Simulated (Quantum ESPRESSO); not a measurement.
Consider BRh (P6_3/mmc).

```
CELL_PARAMETERS angstrom
3.37707 0.00000 0.00000
-1.68854 2.92463 0.00000
0.00000 0.00000 4.09568
ATOMIC_POSITIONS crystal
Rh 0.33333 0.66667 0.25000
Rh 0.66667 0.33333 0.75000
B 0.00000 0.00000 0.50000
B 0.00000 0.00000 0.00000
```

Absorber: atom 3, with 2 B at 2.05 Å and 6 Rh at 2.20 Å (distorted cubic, site symmetry -3m). Method: Quantum ESPRESSO XSpectra, PBEsol, excited-electron core hole (neutral cell), 12-atom cell with 5.3 Å between holes, 6×6×6 k points, dipole transitions, Lorentzian half width 0.3 eV up to 4 eV, rising linearly to 2.5 eV at 25 eV.

**Question.** What does the B K edge look like?

Main maxima up to 24 eV above the zero (height): 0.4 eV (1.91), 1.9 eV (1.77), 4.8 eV (1.69) and 9.8 eV (1.21). A K edge sees empty p states on the absorber. The total-energy difference is 193.50 eV. One term is added: -5.59 eV, since the hole is spin-paired here and a spin-polarised one costs that much less in the free atom (computed apart). The photon energy is then 187.91 eV. The functional leaves an error in such absolute values: in the free atom PBEsol prices this hole 1.2 eV below PBE (computed apart), and PBE is itself good to a few eV.

The B K spectrum (energy from the energy zero of the input (xe0, at the border of filled and empty states); intensity scaled to a mean of 1 over the first 20 eV; the points at xe0, where the cut of filled states can leave a spike, are interpolated; polarised curves are means over the symmetry-equivalent atoms):

```tsv
E (eV)	isotropic	ε ⊥ c	ε ∥ c
-2.00	0.08	0.07	0.09
-1.25	0.13	0.11	0.18
-0.50	0.35	0.25	0.53
0.25	1.72	1.08	3.01
1.00	1.58	1.65	1.44
1.75	1.67	1.94	1.15
2.50	1.57	1.84	1.01
3.25	1.20	1.42	0.77
4.00	1.36	1.55	0.99
4.75	1.68	1.40	2.25
5.50	1.58	1.17	2.39
6.25	1.27	0.99	1.84
7.00	1.00	0.61	1.80
7.75	0.84	0.49	1.54
8.50	0.93	0.64	1.51
9.25	1.15	0.97	1.50
10.00	1.19	1.20	1.19
10.75	1.13	1.16	1.06
11.50	1.03	1.13	0.82
12.25	0.83	0.97	0.55
13.00	0.65	0.78	0.40
13.75	0.57	0.69	0.33
14.50	0.55	0.67	0.30
15.25	0.55	0.67	0.30
16.00	0.53	0.64	0.33
16.75	0.51	0.59	0.35
17.50	0.48	0.53	0.39
18.25	0.47	0.50	0.42
19.00	0.48	0.49	0.45
19.75	0.49	0.50	0.48
20.50	0.51	0.52	0.49
21.25	0.52	0.53	0.50
22.00	0.53	0.54	0.52
22.75	0.54	0.55	0.53
23.50	0.55	0.55	0.55
24.25	0.56	0.56	0.56
25.00	0.57	0.57	0.57
25.75	0.57	0.58	0.56
26.50	0.58	0.59	0.56
27.25	0.58	0.60	0.55
28.00	0.58	0.60	0.55
28.75	0.58	0.59	0.56
29.50	0.58	0.59	0.58
30.25	0.58	0.58	0.59
31.00	0.58	0.58	0.59
31.75	0.58	0.59	0.58
```

The holes are only 5.3 Å apart, so the shape is probably not converged with cell size; no larger cell was run here. The structure is a computed Materials Project entry and may be a hypothetical form.

[Banner, clock and machine lines of the logs are left out without a mark of their own.]

[Logs are printed without paths, hosts, clocks, repeated set-up lines and the standing remarks that a program may print on its own settings, such as how far it seeks lower states.]

[Hosts, paths, dates, database ids (printed as entryN), source tags and the programs' standing remarks are cut or masked in the printed files.]

[Lists of maxima count a maximum above −3 eV only where it reaches 4 % of the highest in the window and stands out from its surroundings by 2 % of it (1.5 % where it reaches 55 %); shoulders and weaker maxima are passed over, and of the rest the first, up to two pre-edge ones and the few strongest are named.]
